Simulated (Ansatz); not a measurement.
## HfB2 (P6/mmm): phonon-mediated transition temperature

What Tc do the phonons of HfB2 (P6/mmm) give, and how does it depend on μ*? The cell shown first is a relaxed one, from steps not shown here.

Program: Ansatz 0.2.0. Level of theory: DFT PBE, scalar-relativistic, plane waves, PAW; PAW set soft_1. Results are calculated unless marked as measured.

### Step 1. The cell after earlier relaxation steps

Symmetry: P6/mmm, No. 191, hexagonal system. Conventional cell: a = 3.144 Å, b = 3.144 Å, c = 3.490 Å, α = 90.00°, β = 90.00°, γ = 120.00°. Hf has 12 B at 2.52 Å nearest. B has 3 B at 1.82 Å and 6 Hf at 2.52 Å nearest. Farther neighbours are not listed.

As a file:

```cif
data_structure
_symmetry_space_group_name_H-M 'P6/mmm'
_symmetry_Int_Tables_number 191
_cell_length_a 3.1439
_cell_length_b 3.1439
_cell_length_c 3.4900
_cell_angle_alpha 90.000
_cell_angle_beta 90.000
_cell_angle_gamma 120.000
_cell_volume 29.87
loop_
_atom_site_label
_atom_site_type_symbol
_atom_site_symmetry_multiplicity
_atom_site_Wyckoff_symbol
_atom_site_fract_x
_atom_site_fract_y
_atom_site_fract_z
_atom_site_occupancy
Hf1 Hf 1 a 0.00000 0.00000 0.00000 1
B1 B 2 d 0.33333 0.66667 0.50000 1
```

### Step 2. Resistivity: q 3×3×3, k 12×12×9, scattering 18×18×12

The run that gives the couplings also evaluates McMillan's and Allen and Dynes's formulas and, where asked, the Eliashberg equations, over a range of μ*.

Input file input.yaml:

```yaml
crystal:
  lattice:
    - [3.1439123144, 0.0, 0.0]
    - [-1.5719561572, 2.7227079315, 0.0]
    - [0.0, 0.0, 3.4899586395]
  atoms:
    - { symbol: Hf, position: [0.0, 0.0, 0.0] }
    - { symbol: B, position: [0.3333333333, 0.6666666667, 0.5] }
    - { symbol: B, position: [0.6666666667, 0.3333333333, 0.5] }
kpoints:
  mp_grid: { grid: [12, 12, 9] }
hamiltonian:
  xc: pbe
  pseudopotentials: { kind: paw, azcp: { folder: soft_1 } }
scf:
  occupations: { method: methfessel_paxton, width: 0.2 }
output:
  eigenvalues: true
phonons:
  method: dfpt
  qmesh: [3, 3, 3]
  temperatures: { t_max: 1000, t_step: 50 }
  qpath:
    path:
      - [[0.0, 0.0, 0.0], [0.5, 0.0, 0.0], [0.33333333, 0.33333333, 0.0], [0.0, 0.0, 0.0], [0.0, 0.0, 0.5], [0.5, 0.0, 0.5], [0.33333333, 0.33333333, 0.5], [0.0, 0.0, 0.5]]
      - [[0.5, 0.0, 0.5], [0.5, 0.0, 0.0]]
    npoints: 6
  electrical_resistivity:
    mesh: [18, 18, 12]
    temperatures: [20.0, 50.0, 80.0, 100.0, 150.0, 200.0, 273.0, 300.0, 400.0, 500.0, 600.0, 800.0]
  superconductivity: { mesh: [18, 18, 12] }
```

Started as:

```bash
$ ansatz run input.yaml --threads 16 --pin off --max-ram 92160MiB --backend cuda --events-out ev --progress --plain --runs-dir out --max-vram 78GiB
```

Numbers of over 12 decimals in the logs are rounded to 6 here.

Log:

```text
Warning: phonons: the dynamical matrix that this run interpolates holds no multipole term above the dipole-dipole one, and a site of this crystal is no centre of inversion, so its interpolated transverse optical and acoustic branches and sound speeds can stay off near Gamma, and the density of states and the thermodynamics with them. What a run solves at a wave vector of phonons.qpoints, Gamma apart, where the deck admits one, is free of this, and under fd what a larger phonons.supercell samples
Engine: ansatz 0.2.0, aarch64-unknown-linux-gnu
Pseudopotentials: kind: paw
Pseudopotential: Hf, paw, valence charge 26, recommended cutoff 420 eV (normal), soft_1/Hf.paw.azcp
Pseudopotential: B, paw, valence charge 3, recommended cutoff 420 eV (normal), soft_1/B.paw.azcp
Functional definition: PBE
  parameter kappa = 0.804
  parameter beta = 0.066725
  exchange = pbe_x(kappa = kappa, mu = beta*pi^2/3)
  correlation = pbe_c(beta = beta)
[...]
Crystal: 3 atoms, lattice volume = 29.874 Å³
Basis set: ecut = 420 eV, 563 PW (Γ), exchange–correlation on 48×48×48 points (8 copies of the dense FFT grid, shifted against one another)
Bands: 20, of which v1, the nominal top of the filled ones, is band 16 counted from 1 (15 counted from 0)
Symmetry: 24 space group operations
k-points: 95 of 1296
Non-local potential: Hf, projectors of the file, l = 0: 3, l = 1: 2, l = 2: 2, l = 3: 3
Non-local potential: B, projectors of the file, l = 0: 2, l = 1: 2, l = 2: 1
PAW form: soft (Blöchl's): semilocal exchange-correlation on the pseudo side does not see the compensation charge
PAW one-centre angular grid: Hf, 590 points (default); XC on 64 Gauss nodes
PAW one-centre angular grid: B, 110 points (default); XC on 64 Gauss nodes
Initial density: superposition of atomic densities (chi_scale 0.1, normalization cell, long waves kept (reshape's long-wave potential 0.00 eV rms))
Initial wavefunctions: pseudopotential atomic-orbital guess
[...]
Functional: x = pbe(κ = 0.804, μ = 0.219515), c = pbe(β = 0.066725)
SCF iter   1: F=—  HF=-16037.747572 eV  |F-HF|=—  |Δ(HF+E_count)|=         —  Δρ=6.67e-2  dr2=2.14e0  ethr=3.10e-3  ⟨swp⟩=3.8  Hψ=7484  notcnv=0
preconditioner: auto → none  [insulator: Δε(μ)=0.226 eV  Ē_g=16.640 eV  σ=0.200 eV  W_gap=0.80  n_scr=8 (ndim 8)  ℏωp=37.2 eV  f_vac=0.000  D(μ)=0.22/eV (n_scr^D=0)  ε∞_Penn≈6.0]
SCF iter   2: F=—  HF=-16037.170381 eV  |F-HF|=—  |Δ(HF+E_count)|=   5.77e-1  S|Δr|=    0.00e0  Δρ=2.65e-2  dr2=3.14e-1  ethr=3.10e-3  ⟨swp⟩=3.0  Hψ=4506  notcnv=0
[...]
SCF iter  10: F=-16037.063549 eV  HF=-16037.063549 eV  |F-HF|=5.46e-12  |Δ(HF+E_count)|=  1.09e-11  S|Δr|=    0.00e0  Δρ=2.18e-8  dr2=4.13e-14  ethr=1.00e-12  ⟨swp⟩=6.9  Hψ=11111  notcnv=0
SCF 1 converged in 10 iterations: F = -16037.063549 eV  dr2 = 4.13e-14
  greatest PAW one-centre occupation: 0.998 electrons in one spin orbital (limit 2), on the Hf atom at site 0 (counted from 0), in its partial waves of l = 0
[...]
iter 1 solved again at ethr=3.38e-9 eV; its pass at ethr=3.10e-3 eV (dr2=1.08e-6 eV) is discarded
SCF iter   1: F=—  HF=-16037.063534 eV  |F-HF|=—  |Δ(HF+E_count)|=         —  Δρ=5.74e-8  dr2=4.59e-13  ethr=3.38e-9  ⟨swp⟩=4.3  Hψ=14857  notcnv=0
eigensolver tolerance schedule: the retry pair's looser diagonalisation over-reported the residual by 2355153.18 of it (diagonalisation noise at an unbounded share of the residual, at the tolerance the schedule requests for it); recorded, not acted on — ethr = c·dr2/N_el stays at c = 1.0e-1
preconditioner: auto → none  [metal: Δε(μ)=0.071 eV  Ē_g=17.451 eV  σ=0.200 eV  W_gap=0.29  n_scr=8 (ndim 8)  ℏωp=37.2 eV  f_vac=0.000  D(μ)=0.26/eV (n_scr^D=0)]
SCF iter   2: F=-16037.063549 eV  HF=-16037.063549 eV  |F-HF|=0.00e0  |Δ(HF+E_count)|=   1.41e-5  S|Δr|=    0.00e0  Δρ=3.24e-8  dr2=1.49e-13  ethr=1.00e-12  ⟨swp⟩=7.4  Hψ=12044  notcnv=0
SCF 2 converged in 2 iterations: F = -16037.063549 eV  dr2 = 1.49e-13
phonons: the bands overlap, so this run is a metal and interpolates without the dipole-dipole term. If the crystal is really an insulator or semiconductor, its LO-TO splitting is missing
[...]
NSCF: frozen V_eff on 95 k-points, pencils in batches of 32, up to order 80
[...]
NSCF: frozen V_eff on 95 k-points
[...]
SCF 3 converged in 10 iterations: F = -16037.063549 eV  dr2 = 4.21e-14
[...]
SCF converged after 10 iterations
[...]
mean free path at 50 K (of a tensor a third of its trace): 3958 nm by what each carries, 3203 by the Fermi surface alone
  Hall coefficient in a weak field at 50 K (a third of the trace): -2.277e-9 m³/C (as a tensor it moves by 2.3 % between the two finest meshes); by each state's relaxation time: -2.281e-9 m³/C; by a constant relaxation time: -1.807e-9 m³/C
  mean free path at 80 K (of a tensor a third of its trace): 716 nm by what each carries, 611 by the Fermi surface alone
  Hall coefficient in a weak field at 80 K (a third of the trace): -2.134e-9 m³/C (as a tensor it moves by 1.8 % between the two finest meshes); by each state's relaxation time: -2.054e-9 m³/C; by a constant relaxation time: -1.800e-9 m³/C
  mean free path at 100 K (of a tensor a third of its trace): 397 nm by what each carries, 350 by the Fermi surface alone
  Hall coefficient in a weak field at 100 K (a third of the trace): -2.055e-9 m³/C (as a tensor it moves by 2.4 % between the two finest meshes); by each state's relaxation time: -1.954e-9 m³/C; by a constant relaxation time: -1.796e-9 m³/C
  mean free path at 150 K (of a tensor a third of its trace): 170 nm by what each carries, 156 by the Fermi surface alone
  Hall coefficient in a weak field at 150 K (a third of the trace): -1.948e-9 m³/C (as a tensor it moves by 3.4 % between the two finest meshes); by each state's relaxation time: -1.838e-9 m³/C; by a constant relaxation time: -1.791e-9 m³/C
  mean free path at 200 K (of a tensor a third of its trace): 100 nm by what each carries, 93.0 by the Fermi surface alone
  Hall coefficient in a weak field at 200 K (a third of the trace): -1.892e-9 m³/C (as a tensor it moves by 3.9 % between the two finest meshes); by each state's relaxation time: -1.786e-9 m³/C; by a constant relaxation time: -1.787e-9 m³/C
  mean free path at 273 K (of a tensor a third of its trace): 58.7 nm by what each carries, 55.1 by the Fermi surface alone
  Hall coefficient in a weak field at 273 K (a third of the trace): -1.835e-9 m³/C (as a tensor it moves by 4.5 % between the two finest meshes); by each state's relaxation time: -1.734e-9 m³/C; by a constant relaxation time: -1.786e-9 m³/C
  mean free path at 300 K (of a tensor a third of its trace): 50.4 nm by what each carries, 47.5 by the Fermi surface alone
  Hall coefficient in a weak field at 300 K (a third of the trace): -1.819e-9 m³/C (as a tensor it moves by 4.6 % between the two finest meshes); by each state's relaxation time: -1.720e-9 m³/C; by a constant relaxation time: -1.785e-9 m³/C
  mean free path at 400 K (of a tensor a third of its trace): 32.7 nm by what each carries, 31.2 by the Fermi surface alone
  Hall coefficient in a weak field at 400 K (a third of the trace): -1.785e-9 m³/C (as a tensor it moves by 4.6 % between the two finest meshes); by each state's relaxation time: -1.689e-9 m³/C; by a constant relaxation time: -1.786e-9 m³/C
  mean free path at 500 K (of a tensor a third of its trace): 24.3 nm by what each carries, 23.2 by the Fermi surface alone
  Hall coefficient in a weak field at 500 K (a third of the trace): -1.777e-9 m³/C (as a tensor it moves by 4.3 % between the two finest meshes); by each state's relaxation time: -1.682e-9 m³/C; by a constant relaxation time: -1.787e-9 m³/C
  mean free path at 600 K (of a tensor a third of its trace): 19.4 nm by what each carries, 18.6 by the Fermi surface alone
  Hall coefficient in a weak field at 600 K (a third of the trace): -1.783e-9 m³/C (as a tensor it moves by 4.0 % between the two finest meshes); by each state's relaxation time: -1.685e-9 m³/C; by a constant relaxation time: -1.787e-9 m³/C
  mean free path at 800 K (of a tensor a third of its trace): 14.0 nm by what each carries, 13.3 by the Fermi surface alone
  Hall coefficient in a weak field at 800 K (a third of the trace): -1.802e-9 m³/C (as a tensor it moves by 3.9 % between the two finest meshes); by each state's relaxation time: -1.694e-9 m³/C; by a constant relaxation time: -1.776e-9 m³/C
  the resistivity times a path that all electrons share, by the Fermi surface of the deck's mesh alone (a third of the trace): 2.364e-15 Ω·m²
  not converged in the mesh (λ; λ_tr; the resistivity at 20 K by 64.65 %; the resistivity at 50 K by 100.67 %; the resistivity at 80 K by 88.79 %; the resistivity at 100 K by 85.98 %; the resistivity at 150 K by 82.80 %; the resistivity at 200 K by 79.66 %; the resistivity at 273 K by 75.62 %; the resistivity at 300 K by 74.45 %; the resistivity at 400 K by 71.00 %; the resistivity at 500 K by 68.39 %; the resistivit [...]
  vibrations of 27 cells: unjudged by the run; compare a larger repeat
  the changes of the potential over all sites missed a rigid shift's by 0.00 % (the site terms' by 0.02 %)
  at the force constants' own smearing the fine mesh and the k-points of their solves give squared frequencies that differ by 3.6 % of the larger at the most, at (0, 0, 0)
--- Superconductivity: potentials and phonons of a 3×3×3 supercell ---
           mesh         λ    ħω_log (meV)  μ* declared at (meV)
       18×18×12    0.1168          38.371               55.472
          9×9×6    0.1068          37.273               54.519
  λ by the species' shares of the modes' patterns: Hf 0.0595, B 0.0572
  with the Fermi level up to 101.1 meV (the hardest mode) off, states and modes as they are: density of states 0.1044 to 0.1410 /eV of one spin and cell, λ 0.0957 to 0.1380
  transition temperature on the deck's mesh (K), isotropic and anisotropic, restricted to the Fermi surface (FSR) and over the full bandwidth (FBW), and the last with the density of states resolved in a narrower window:
        μ*   McMillan   Allen–Dynes      iso. FSR      iso. FBW    aniso. FSR    aniso. FBW  narrow window
      0.08      0.000         0.000    none_found    none_found    none_found    none_found     none_found
      0.10      0.000         0.000    none_found    none_found    none_found    none_found     none_found
      0.12          -             -    none_found    none_found    none_found    none_found     none_found
      0.13          -             -    none_found    none_found    none_found    none_found     none_found
      0.14          -             -    none_found    none_found    none_found    none_found     none_found
      0.16          -             -    none_found    none_found    none_found    none_found     none_found
      0.20          -             -    none_found    none_found    none_found    none_found     none_found
  none_found: no transition down to 0.1 K
  isotope coefficients −∂ln Tc/∂ln M under μ* = 0.13, the force constants as they are, of the isotropic transitions restricted to the Fermi surface and over the full bandwidth: Hf - and -, B - and -
  not converged in the mesh (λ): between neighbouring meshes, the two finest first, λ moves by 8.49 % and the anisotropic transition temperature over the full bandwidth at μ* = 0.13 by nothing (neither mesh has one); converged means that the two finest part by at most 2.00 % and 5.00 %
  vibrations of 27 cells: unjudged by the run; compare a larger repeat
  the changes of the potential over all sites missed a rigid shift's by 0.00 % (the site terms' by 0.02 %)
  at the force constants' own smearing the fine mesh and the k-points of their solves give squared frequencies that differ by 3.6 % of the larger at the most, at (0, 0, 0)
```

Run time: 32 s. Hardware: 1 × NVIDIA GB200 with 16 threads of Arm Neoverse V2, shared host; peak memory 5.6 GiB.

In the SCF lines HF is the Harris–Foulkes energy and dr2 the Hartree energy of the density residual, in eV; the loop may stop once dr2 is under the threshold and the program's other checks hold. Hψ counts applications of the Hamiltonian.

This step gave:

| Item | Value |
| --- | --- |
| volume per atom | 9.958 Å³/atom |
| metallic on mesh | yes |
| gap on the k-mesh | 0 eV |
| zero-point energy | 0.2626 eV/cell |
| share of imaginary modes in the plain interpolation between solved wavevectors | 0 |
| highest frequency, solved or plainly interpolated | 811.9 cm⁻¹ |
| Debye temperature (second moment) | 978 K |
| resistivity at 300 K | 5.027 μΩ cm, mean of the axes |
| coupling constant λ | 0.1168 |
| density of states at the Fermi level | 0.1228 states/eV a spin and cell |
| log mean phonon energy ħω_log | 38.37 meV |
| transport coupling constant λ_tr | 0.1171, 0.1171, 0.1288 (xx, yy, zz) |
| Drude plasma energy | 4.655, 4.655, 4.339 eV (xx, yy, zz) |
| resistivity times mean free path | 22.76, 22.76, 25.39 × 10⁻¹⁶ Ω m² (xx, yy, zz) |
| second-moment phonon energy ħω₂ | 55.47 meV |

An empty cell: under 1 mK by a formula, or no transition down to the floor of the Eliashberg search. Transition temperatures:

```tsv
μ*	McMillan Tc (K)	Allen–Dynes Tc (K)
0.08	-	-
0.1	-	-
0.12	-	-
0.13	-	-
0.14	-	-
0.16	-	-
0.2	-	-
```

### Step 3. Coupling and resistivity: q 6×6×4, k 12×12×12, scattering 24×24×16

The next rung changes the q mesh, which sets the reach of the force constants and couplings; the k mesh of the density and its response; the scattering mesh, which samples the Fermi surface.

Edit input.yaml of step 2 so:

```diff
@@ -10,3 +10,3 @@
 kpoints:
-  mp_grid: { grid: [12, 12, 9] }
+  mp_grid: { grid: [12, 12, 12] }
 hamiltonian:
@@ -20,3 +20,3 @@
   method: dfpt
-  qmesh: [3, 3, 3]
+  qmesh: [6, 6, 4]
   temperatures: { t_max: 1000, t_step: 50 }
@@ -28,4 +28,4 @@
   electrical_resistivity:
-    mesh: [18, 18, 12]
+    mesh: [24, 24, 16]
     temperatures: [20.0, 50.0, 80.0, 100.0, 150.0, 200.0, 273.0, 300.0, 400.0, 500.0, 600.0, 800.0]
-  superconductivity: { mesh: [18, 18, 12] }
+  superconductivity: { mesh: [24, 24, 16] }
```

Log:

```text
[...]
Crystal: 3 atoms, lattice volume = 29.874 Å³
Basis set: ecut = 420 eV, 563 PW (Γ), exchange–correlation on 48×48×48 points (8 copies of the dense FFT grid, shifted against one another)
Bands: 20, of which v1, the nominal top of the filled ones, is band 16 counted from 1 (15 counted from 0)
Symmetry: 24 space group operations
k-points: 133 of 1728
[...]
SCF iter   1: F=—  HF=-16037.746088 eV  |F-HF|=—  |Δ(HF+E_count)|=         —  Δρ=6.66e-2  dr2=2.14e0  ethr=3.10e-3  ⟨swp⟩=3.6  Hψ=10578  notcnv=0
[...]
SCF iter   2: F=—  HF=-16037.171710 eV  |F-HF|=—  |Δ(HF+E_count)|=   5.74e-1  S|Δr|=    0.00e0  Δρ=2.65e-2  dr2=3.15e-1  ethr=3.10e-3  ⟨swp⟩=3.0  Hψ=6321  notcnv=0
[...]
SCF iter  10: F=-16037.064516 eV  HF=-16037.064516 eV  |F-HF|=3.64e-12  |Δ(HF+E_count)|=  1.09e-11  S|Δr|=    0.00e0  Δρ=3.62e-8  dr2=9.40e-14  ethr=1.00e-12  ⟨swp⟩=7.2  Hψ=16532  notcnv=0
SCF 1 converged in 10 iterations: F = -16037.064516 eV  dr2 = 9.40e-14
[...]
SCF iter   2: F=-16037.064516 eV  HF=-16037.064516 eV  |F-HF|=0.00e0  |Δ(HF+E_count)|=   9.22e-6  S|Δr|=    0.00e0  Δρ=2.83e-8  dr2=1.60e-13  ethr=1.00e-12  ⟨swp⟩=7.3  Hψ=14892  notcnv=0
SCF 2 converged in 2 iterations: F = -16037.064516 eV  dr2 = 1.60e-13
[...]
NSCF: frozen V_eff on 133 k-points, pencils in batches of 32, up to order 80
[...]
NSCF: frozen V_eff on 133 k-points
[...]
SCF 3 converged in 10 iterations: F = -16037.064516 eV  dr2 = 9.59e-14
[...]
SCF converged after 10 iterations
[...]
vibrations of 144 cells: unjudged by the run; compare a larger repeat
[...]
--- Superconductivity: potentials and phonons of a 6×6×4 supercell ---
           mesh         λ    ħω_log (meV)  μ* declared at (meV)
       24×24×16    0.1251          38.366               55.338
        12×12×8    0.1058          37.700               55.068
          6×6×4    0.1211          40.406               57.307
  λ by the species' shares of the modes' patterns: Hf 0.0640, B 0.0611
[...]
0.08      0.000         0.000    none_found    none_found    none_found    none_found     none_found
      0.10      0.000         0.000    none_found    none_found    none_found    none_found     none_found
      0.12          -             -    none_found    none_found    none_found    none_found     none_found
      0.13          -             -    none_found    none_found    none_found    none_found     none_found
      0.14          -             -    none_found    none_found    none_found    none_found     none_found
      0.16          -             -    none_found    none_found    none_found    none_found     none_found
      0.20          -             -    none_found    none_found    none_found    none_found     none_found
  none_found: no transition down to 0.1 K
[...]
vibrations of 144 cells: unjudged by the run; compare a larger repeat
[...]
```

The job ended after 3.2 min (1 × NVIDIA GB200 with 16 threads; peak memory 20 GiB; 12 min of CPU time).

This step gave:

| Quantity | Value |
| --- | --- |
| zero-point energy | 0.2628 eV/cell |
| highest frequency, solved or plainly interpolated | 818.1 cm⁻¹ |
| resistivity at 300 K | 5.011 μΩ cm, mean of the axes |
| coupling constant λ | 0.1251 |
| density of states at the Fermi level | 0.1317 states/eV a spin and cell |
| transport coupling constant λ_tr | 0.1232, 0.1232, 0.137 (xx, yy, zz) |
| Drude plasma energy | 4.803, 4.803, 4.483 eV (xx, yy, zz) |
| resistivity times mean free path | 21.09, 21.09, 24.23 × 10⁻¹⁶ Ω m² (xx, yy, zz) |
| second-moment phonon energy ħω₂ | 55.34 meV |

An empty cell: under 1 mK by a formula, or no transition down to the floor of the Eliashberg search. Transition temperatures:

```tsv
μ*	McMillan Tc (K)	Allen–Dynes Tc (K)
0.08	-	-
0.1	-	-
0.12	-	-
0.13	-	-
0.14	-	-
0.16	-	-
0.2	-	-
```

[end of part 1 of 2]

[Logs are printed without paths, hosts, clocks, repeated set-up lines and the standing remarks that a program may print on its own settings, such as how far it seeks lower states.]

[Hosts, paths, dates, database ids (printed as entryN), source tags and the programs' standing remarks are cut or masked in the printed files.]
